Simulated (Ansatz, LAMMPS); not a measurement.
## Structural relaxation of amorphous SnO2 (108 atoms)

Aim: bring amorphous SnO2 (108 atoms) to a nearby minimum of the energy and see what moves.

Calculated with Ansatz 0.2.0; Kohn-Sham DFT, PBE, PAW (set soft_2), plane waves.

## (1) Starting point

The cell holds 108 atoms: 36 Sn and 72 O. Cell: a = 11.343 Å, b = 11.343 Å, c = 11.343 Å, α = 90.0°, β = 90.0°, γ = 90.0°. 108 atoms (36 Sn, 72 O) placed at random at 6.03 g/cm³, melted at 5000 K for 10 ps at fixed volume with the Morse and Coulomb pair potential with partial charges (Pedone, Malavasi, Menziani, Cormack and Segre, J. Phys. Chem. B 110, 11780 (2006)). Quenched from 5000 K to 300 K at 50 K/ps and fixed volume, held 10 ps at zero pressure, then minimised at fixed cell.

What the set-up can't give: The quench rate of 50 K/ps is orders of magnitude faster than experiment, which tends to freeze in extra defects. The network of bonds at the start is that of the classical potential that made the cell. The Brillouin zone is sampled at Γ only, in a cell whose shortest periodic width is 11 Å.

## (2) Making the structure

A classical potential makes the cell, at a small fraction of what the same run would cost in DFT.

This step: classical MD, Morse and Coulomb pair potential with partial charges (Pedone, Malavasi, Menziani, Cormack and Segre, J. Phys. Chem. B 110, 11780 (2006)) (LAMMPS 22 Jul 2025 - Update 4).

in.lmp reads:

```
# melt-quench of Sn36O72
units metal
atom_style charge
boundary p p p
region box block 0 11.4333 0 11.4333 0 11.4333
create_box 2 box
mass 1 118.7100   # Sn
mass 2 15.9990   # O
create_atoms 1 random 36 383973 NULL overlap 1.5 maxtry 2000
create_atoms 2 random 72 383980 NULL overlap 1.5 maxtry 2000
pair_style hybrid/overlay pedone 5.5 coul/long 8.0
pair_coeff * * coul/long
pair_coeff 1 2 pedone 0.079400 2.156770 2.633076 3   # Sn-O
pair_coeff 2 2 pedone 0.042395 1.379316 3.618701 22   # O-O
set type 1 charge 2.4
set type 2 charge -1.2
kspace_style pppm 1.0e-4
neigh_modify delay 0 every 1 check yes
thermo_style custom step time temp pe press density
thermo_modify norm yes
timestep 0.002
thermo 100
min_style cg
minimize 1e-4 1e-4 200 2000
reset_timestep 0
velocity all create 5000 383974 mom yes dist gaussian
fix lim all nve/limit 0.05
fix lan all langevin 5000 5000 0.2 383975 zero yes
thermo 500
run 1000 post no
unfix lim
unfix lan
thermo 833
fix md all nvt temp 5000 5000 0.2
run 5000 post no
unfix md
thermo 4700
fix md all nvt temp 5000 300 0.2
run 47000 post no
unfix md
thermo 1666
fix md all npt temp 300 300 0.2 iso 0 0 2
run 5000 post no
unfix md
thermo 100
min_style cg
minimize 0 1e-3 2000 20000
write_dump all custom glass.dump id type xs ys zs modify sort id
```

Run with:

```bash
$ lmp -in in.lmp -log none -nocite
```

Numbers of over 12 decimals in the logs are rounded to 6 here.

Output:

```text
LAMMPS (22 Jul 2025 - Update 4)
Created orthogonal box = (0 0 0) to (11.4333 11.4333 11.4333)
Created 36 atoms
Created 72 atoms
PPPM initialization ...
  G vector (1/distance) = 0.37797435
  grid = 12 12 12
  estimated relative force accuracy = 8.2642353e-05
   Step          Time           Temp          PotEng         Press         Density
         0   0              0             -2.1650022      898607.41      6.0279976
        71   0.142          0             -14.839889     -20062.757      6.0279976
Loop time of 0.0299407 s on 1 MPI rank(s) for 71 steps with 108 atoms
Minimization stats:
  Stopping criterion = energy tolerance
[... 37 lines left out ...]
     56644   113.288        277.87626     -14.902216      4161.4508      6.1344286
     58000   116            304.2027      -14.904632      2234.0042      6.1732717
Loop time of 1.69972 s on 1 MPI rank(s) for 5000 steps with 108 atoms
   Step          Time           Temp          PotEng         Press         Density
     58000   116            304.2027      -14.904629      2236.4068      6.1732717
     58011   116.022        304.2027      -14.943182     -3415.8324      6.1732717
Loop time of 0.0183622 s on 1 MPI rank(s) for 11 steps with 108 atoms
Minimization stats:
  Stopping criterion = linesearch alpha is zero
  Energy initial, next-to-last, final =
     -14.9046294852738  -14.9431823007582  -14.9431823007582
  Force two-norm initial, final = 12.440838 0.78171102
  Iterations, force evaluations = 11 57
```

Wall time 16 s (1 thread of AMD EPYC 9R45, shared host); peak memory 0.07 GiB.

## (3) Single point at the start

A single point comes first, to see the forces before anything moves.

input.yaml reads:

```yaml
crystal:
  lattice:
    - [11.3429, 0.0, 0.0]
    - [0.0, 11.3429, 0.0]
    - [0.0, 0.0, 11.3429]
  atoms:
    - { symbol: Sn, position: [0.84907, 0.47396, 0.23969] }
    - { symbol: Sn, position: [0.97082, 0.17292, 0.52008] }
    - { symbol: Sn, position: [0.60477, 0.03781, 0.73364] }
    - { symbol: Sn, position: [0.75361, 0.64347, 0.02836] }
    - { symbol: Sn, position: [0.95717, 0.82532, 0.87825] }
    - { symbol: Sn, position: [0.63132, 0.79329, 0.24913] }
    - { symbol: Sn, position: [0.17835, 0.56333, 0.66382] }
    - { symbol: Sn, position: [0.3964, 0.64622, 0.00878] }
    - { symbol: Sn, position: [0.84176, 0.62101, 0.72942] }
    - { symbol: Sn, position: [0.01224, 0.64725, 0.44905] }
    - { symbol: Sn, position: [0.74229, 0.34471, 0.63291] }
    - { symbol: Sn, position: [0.44911, 0.42185, 0.79441] }
    - { symbol: Sn, position: [0.9212, 0.89148, 0.14291] }
    - { symbol: Sn, position: [0.20923, 0.25778, 0.67865] }
    - { symbol: Sn, position: [0.97213, 0.34336, 0.81474] }
    - { symbol: Sn, position: [0.33714, 0.38402, 0.19218] }
    - { symbol: Sn, position: [0.38563, 0.92519, 0.05191] }
    - { symbol: Sn, position: [0.80279, 0.1063, 0.98494] }
    - { symbol: Sn, position: [0.14076, 0.08358, 0.26183] }
    - { symbol: Sn, position: [0.38454, 0.18873, 0.93564] }
    - { symbol: Sn, position: [0.52929, 0.10646, 0.21485] }
    - { symbol: Sn, position: [0.68465, 0.6152, 0.46765] }
    - { symbol: Sn, position: [0.35308, 0.07359, 0.51116] }
    - { symbol: Sn, position: [0.07029, 0.59545, 0.01751] }
    - { symbol: Sn, position: [0.14427, 0.40351, 0.38184] }
    - { symbol: Sn, position: [0.10775, 0.05611, 0.9127] }
    - { symbol: Sn, position: [0.09772, 0.31191, 0.09425] }
    - { symbol: Sn, position: [0.88259, 0.87569, 0.55598] }
    - { symbol: Sn, position: [0.20441, 0.80774, 0.24736] }
    - { symbol: Sn, position: [0.42311, 0.7557, 0.49663] }
    - { symbol: Sn, position: [0.44612, 0.39553, 0.5061] }
    - { symbol: Sn, position: [0.56417, 0.71321, 0.77536] }
    - { symbol: Sn, position: [0.65394, 0.12717, 0.48408] }
    - { symbol: Sn, position: [0.82737, 0.1917, 0.26851] }
    - { symbol: Sn, position: [0.16693, 0.89982, 0.63552] }
    - { symbol: Sn, position: [0.61122, 0.35059, 0.08997] }
    - { symbol: O, position: [0.48347, 0.28538, 0.19362] }
    - { symbol: O, position: [0.984, 0.13577, 0.34386] }
    - { symbol: O, position: [0.4251, 0.50881, 0.11302] }
    - { symbol: O, position: [0.71567, 0.66035, 0.86154] }
    - { symbol: O, position: [0.50954, 0.33267, 0.94224] }
    - { symbol: O, position: [0.09175, 0.91721, 0.80094] }
    - { symbol: O, position: [0.32769, 0.89629, 0.55069] }
    - { symbol: O, position: [0.76861, 0.46907, 0.51653] }
    - { symbol: O, position: [0.98685, 0.59839, 0.62626] }
    - { symbol: O, position: [0.10761, 0.28653, 0.51343] }
    - { symbol: O, position: [0.07997, 0.69593, 0.29368] }
    - { symbol: O, position: [0.2733, 0.02793, 0.94274] }
    - { symbol: O, position: [0.84613, 0.7196, 0.47449] }
    - { symbol: O, position: [0.91191, 0.58213, 0.11058] }
    - { symbol: O, position: [0.96459, 0.64524, 0.87171] }
    - { symbol: O, position: [0.91704, 0.26602, 0.65996] }
    - { symbol: O, position: [0.32543, 0.4082, 0.36654] }
    - { symbol: O, position: [0.57377, 0.39731, 0.68071] }
    - { symbol: O, position: [0.16083, 0.54533, 0.48887] }
    - { symbol: O, position: [0.11646, 0.41206, 0.72528] }
    - { symbol: O, position: [0.09852, 0.20205, 0.82141] }
    - { symbol: O, position: [0.16818, 0.46436, 0.17352] }
    - { symbol: O, position: [0.79361, 0.84204, 0.24443] }
    - { symbol: O, position: [0.31549, 0.76433, 0.11451] }
    - { symbol: O, position: [0.22586, 0.0781, 0.65692] }
    - { symbol: O, position: [0.44953, 0.8036, 0.93448] }
    - { symbol: O, position: [0.44756, 0.69536, 0.65035] }
    - { symbol: O, position: [0.83092, 0.44731, 0.76275] }
    - { symbol: O, position: [0.061, 0.92476, 0.23606] }
    - { symbol: O, position: [0.69022, 0.17828, 0.6593] }
    - { symbol: O, position: [0.44976, 0.09076, 0.06267] }
    - { symbol: O, position: [0.68875, 0.64908, 0.64138] }
    - { symbol: O, position: [0.9794, 0.48216, 0.36142] }
    - { symbol: O, position: [0.94512, 0.3202, 0.18596] }
    - { symbol: O, position: [0.17847, 0.2625, 0.26119] }
    - { symbol: O, position: [0.27689, 0.28926, 0.0484] }
    - { symbol: O, position: [0.85657, 0.06141, 0.14775] }
    - { symbol: O, position: [0.34502, 0.25137, 0.55888] }
    - { symbol: O, position: [0.1939, 0.72968, 0.687] }
    - { symbol: O, position: [0.05337, 0.81399, 0.51524] }
    - { symbol: O, position: [0.75806, 0.98432, 0.51493] }
    - { symbol: O, position: [0.73394, 0.59622, 0.29525] }
    [... 24 atom lines left out ...]
    - { symbol: O, position: [0.43537, 0.0925, 0.357] }
    - { symbol: O, position: [0.04552, 0.42003, 0.96592] }
    - { symbol: O, position: [0.57958, 0.76623, 0.41087] }
    - { symbol: O, position: [0.47584, 0.10857, 0.81642] }
    - { symbol: O, position: [0.83262, 0.8017, 0.01448] }
    - { symbol: O, position: [0.88066, 0.80597, 0.71996] }
kpoints:
  mp_grid: { grid: [1, 1, 1] }
hamiltonian:
  xc: pbe
scf:
  occupations: { method: fixed }
output:
  forces: true
  stress: true
  populations: intrinsic
  dos:
    method: { smearing: { sigma: 0.08 } }
    de: 0.1
    projected: { site_lists: { O: [O], Sn: [Sn] } }
  eigenvalues: true
```

Run with:

```bash
$ ansatz run input.yaml --threads 4 --pin off --max-ram 8192MiB --backend cpu --events-out ev --progress --plain --runs-dir out
```

Output:

```text
Engine: ansatz 0.2.0, x86_64-unknown-linux-gnu
Pseudopotentials: kind: paw
Pseudopotential: Sn, paw, valence charge 14, recommended cutoff 420 eV (normal), Sn.paw.azcp
Pseudopotential: O, paw, valence charge 6, recommended cutoff 420 eV (normal), O.paw.azcp
[... 5 lines on functional and potentials left out ...]
Crystal: 108 atoms, lattice volume = 1459.393 Å³
Basis set: ecut = 420 eV, 28425 PW (Γ), exchange–correlation on 160×160×160 points (8 copies of the dense FFT grid, shifted against one another)
Bands: 576, of which v1, the nominal top of the filled ones, is band 468 counted from 1 (467 counted from 0)
Symmetry: 1 space group operations
Space group: P1 (ITA 1), of the structure as read, at distance tolerance 1.1e-4 Å
k-points: 1
[... 5 lines on functional and potentials left out ...]
Initial density: superposition of atomic densities (neutral atoms: chi_scale 0, normalization atom), corrected by the library's trained network
Initial wavefunctions: pseudopotential atomic-orbital guess
Functional: x = pbe(κ = 0.804, μ = 0.219515), c = pbe(β = 0.066725)
SCF iter   1: F=—  HF=-257693.116696 eV  |F-HF|=—  |Δ(HF+E_count)|=         —  Δρ=3.46e-3  dr2=1.56e-1  ethr=1.77e-3  ⟨swp⟩=4.0  Hψ=1969  notcnv=0  defer=105
preconditioner: auto → Resta (q_TF=auto, 2.534 Å⁻¹)  ε∞=3.5  [insulator: Δε(μ)=0.328 eV  Ē_g=18.801 eV  n_scr=388 (ndim 8)  ℏωp=29.7 eV  f_vac=0.103  ε∞_Penn≈3.5]
SCF iter   2: F=—  HF=-257693.137285 eV  |F-HF|=—  |Δ(HF+E_count)|=   2.06e-2  Δρ=1.81e-3  dr2=2.78e-2  ethr=1.67e-5  ⟨swp⟩=2.0  Hψ=1133  notcnv=0  defer=106
SCF iter   3: F=—  HF=-257693.139184 eV  |F-HF|=—  |Δ(HF+E_count)|=   1.90e-3  Δρ=8.15e-4  dr2=8.74e-3  ethr=2.97e-6  ⟨swp⟩=2.0  Hψ=722  notcnv=0  defer=106
SCF iter   4: F=—  HF=-257693.140573 eV  |F-HF|=—  |Δ(HF+E_count)|=   1.39e-3  Δρ=2.97e-4  dr2=1.32e-3  ethr=9.34e-7  ⟨swp⟩=2.0  Hψ=710  notcnv=0  defer=106
SCF iter   5: F=—  HF=-257693.140581 eV  |F-HF|=—  |Δ(HF+E_count)|=   7.67e-6  Δρ=1.36e-4  dr2=2.88e-4  ethr=1.41e-7  ⟨swp⟩=2.0  Hψ=725  notcnv=0  defer=102
SCF iter   6: F=—  HF=-257693.140673 eV  |F-HF|=—  |Δ(HF+E_count)|=   9.20e-5  Δρ=8.31e-5  dr2=1.09e-4  ethr=3.07e-8  ⟨swp⟩=2.0  Hψ=720  notcnv=0  defer=101
SCF iter   7: F=—  HF=-257693.140674 eV  |F-HF|=—  |Δ(HF+E_count)|=   9.62e-7  Δρ=2.71e-5  dr2=1.13e-5  ethr=1.17e-8  ⟨swp⟩=2.0  Hψ=720  notcnv=0  defer=101
SCF iter   8: F=—  HF=-257693.138456 eV  |F-HF|=—  |Δ(HF+E_count)|=   2.22e-3  Δρ=1.50e-5  dr2=3.35e-6  ethr=1.21e-9  ⟨swp⟩=2.0  Hψ=1043  notcnv=0  defer=101
SCF iter   9: F=—  HF=-257693.138458 eV  |F-HF|=—  |Δ(HF+E_count)|=   2.01e-6  Δρ=6.86e-6  dr2=7.24e-7  ethr=3.58e-10  ⟨swp⟩=2.0  Hψ=726  notcnv=0  defer=101
SCF iter  10: F=—  HF=-257693.138459 eV  |F-HF|=—  |Δ(HF+E_count)|=   3.35e-7  Δρ=3.07e-6  dr2=1.39e-7  ethr=7.73e-11  ⟨swp⟩=2.0  Hψ=711  notcnv=0  defer=101
SCF iter  11: F=-257693.138459 eV  HF=-257693.138459 eV  |F-HF|=1.35e-8  |Δ(HF+E_count)|=   9.86e-8  Δρ=1.44e-6  dr2=3.09e-8  ethr=1.07e-11  ⟨swp⟩=13.0  Hψ=3212  notcnv=0
SCF 1 converged in 11 iterations: F = -257693.138459 eV  dr2 = 3.09e-8
  greatest PAW one-centre occupation: 0.996 electrons in one spin orbital (limit 2), on the Sn atom at site 19 (counted from 0), in its partial waves of l = 2
SCF converged after 11 iterations
Free energy (F): -257693.138459 eV
Harris-Foulkes:  -257693.138459 eV  (|F-HF|=1.35e-8)
Internal energy: -257693.138459 eV  (E = F + TS)
E sigma→0 (E₀):  -257693.138459 eV
Fermi energy:    8.034330 eV
--- Per-component energies (eV) ---
  E_band       = -3795.393639
  E_kinetic    = 19450.869191
  E_local      = -64251.898578  (includes V_loc(G=0)·N_el)
  E_nonlocal   = 2419.674974
  E_hartree    = 32351.611424
  E_xc         = -18970.003127
  E_vxc        = -10122.621738  (∫ρ·V_xc dr)
  E_paw        = -160704.248377  (= ΣΔE_a)
  E_vpaw       = -15994.805237  (= ΣTr[D̂ρ^β])
  E_aug_tail   = 0.176226  (compensation charges beyond the density's cutoff)
  E_ewald      = -67989.320191
  E_smearing   = -0.000000  (= −TS)
  E_closure    = -0.000000  (closes the sum)
  Σ components = -257693.138459   (vs F -257693.138459, Δ=0.00e0)
--- Forces (eV/Å), atoms counted from 1 ---
  atom   1  Sn     0.35984490    -0.36792609    -0.51159267
  atom   2  Sn    -0.06470443    -0.33510055    -0.42056054
  atom   3  Sn    -0.19609669     0.78160764     0.92253645
  atom   4  Sn     0.52475154     0.17542882     0.86649680
  atom   5  Sn     0.27705985    -0.78638938     0.39648875
  atom   6  Sn     0.56265947     0.02025789    -1.10800276
  atom   7  Sn    -0.64829009     0.58434634     0.27294477
  atom   8  Sn    -1.14587227    -0.14643826     0.86093139
  atom   9  Sn     0.66177995     0.06363943    -0.85390271
  atom  10  Sn    -0.24392485     0.16072339     0.44139089
  atom  11  Sn    -0.03836185     0.34838607    -0.39014752
  atom  12  Sn     0.23454312    -0.71473985    -0.03795397
  atom  13  Sn     0.04848065    -0.93634408    -0.53067159
  atom  14  Sn    -0.06348763     0.01807662    -0.61681562
[...]
atom 107  O     -0.58172141     0.88933205    -0.78004625
  atom 108  O     -0.62635865    -0.02257513     0.31057580
  max |Σ_I F_I| component: 3.41e-5 eV/Å
--- Stress (GPa, compression-positive) ---
        5.468960       1.949571       0.382709
        1.949571       6.737257       0.447141
        0.382709       0.447141       7.093972
  P = ⅓ Tr σ = 6.4334 GPa (64.334 kbar)
--- Band table (eV) ---
  k-point 0: bands = ["-13.8292", "-13.7459", "-13.6899", "-13.6680", [... 560 levels ...], "17.3759", "17.4815", "17.5147", "17.5882", "17.6315", "17.6533", "17.7339", "17.7605", "17.7873", "17.8171", "17.8818", "17.9044"]
--- intrinsic populations: 108 sites ---
  site symbol       q [e]
     0     Sn     12.2881
     1     Sn     12.2639
     2     Sn     12.2184
[...]
107      O      6.8535
  spilling = -0.000000 (of n_electrons = 936.000000)
```

It took 14 s on 4 threads of AMD EPYC 9R45, shared host; peak memory 2.5 GiB; 52 s of CPU time.

In the SCF lines HF is the Harris–Foulkes energy and dr2 the Hartree energy of the density residual, in eV; the loop may stop once dr2 is under the threshold and the program's other checks hold. Hψ counts applications of the Hamiltonian.

Read from the output:

| Quantity | Value |
| --- | --- |
| free energy | -257693.1385 eV |
| free energy per atom | -2386.0476 eV/atom |
| SCF cycles | 11 |
| pressure | 6.433 GPa |
| r.m.s. force component | 0.4983 eV/Å |
| longest force | 1.441 eV/Å |
| Fermi energy | 8.034 eV |
| gap (highest filled to lowest empty level) | 0.2632 eV |

The r.m.s. force component of 0.50 eV/Å and the pressure of 6.4 GPa set the starting point.

Neighbours are counted within 2.43 Å (O-Sn).

Length of the force by element and coordination:

```tsv
element	coordination	atoms	mean length of the force (eV/Å)	spread	least	most
O	all	72	0.786	0.281	0.148	1.41
O	2	25	0.896	0.287	0.148	1.41
O	3	46	0.735	0.258	0.204	1.32
O	4	1	0.407	0	0.407	0.407
Sn	all	36	0.867	0.296	0.322	1.44
Sn	4	2	1.10	0.144	0.954	1.24
Sn	5	20	0.859	0.279	0.365	1.44
Sn	6	14	0.846	0.320	0.322	1.42
```

(Continued in part 2 of 3.)

[Logs are printed without paths, hosts, clocks, repeated set-up lines and the standing remarks that a program may print on its own settings, such as how far it seeks lower states.]

[Hosts, paths, dates, database ids (printed as entryN), source tags and the programs' standing remarks are cut or masked in the printed files.]
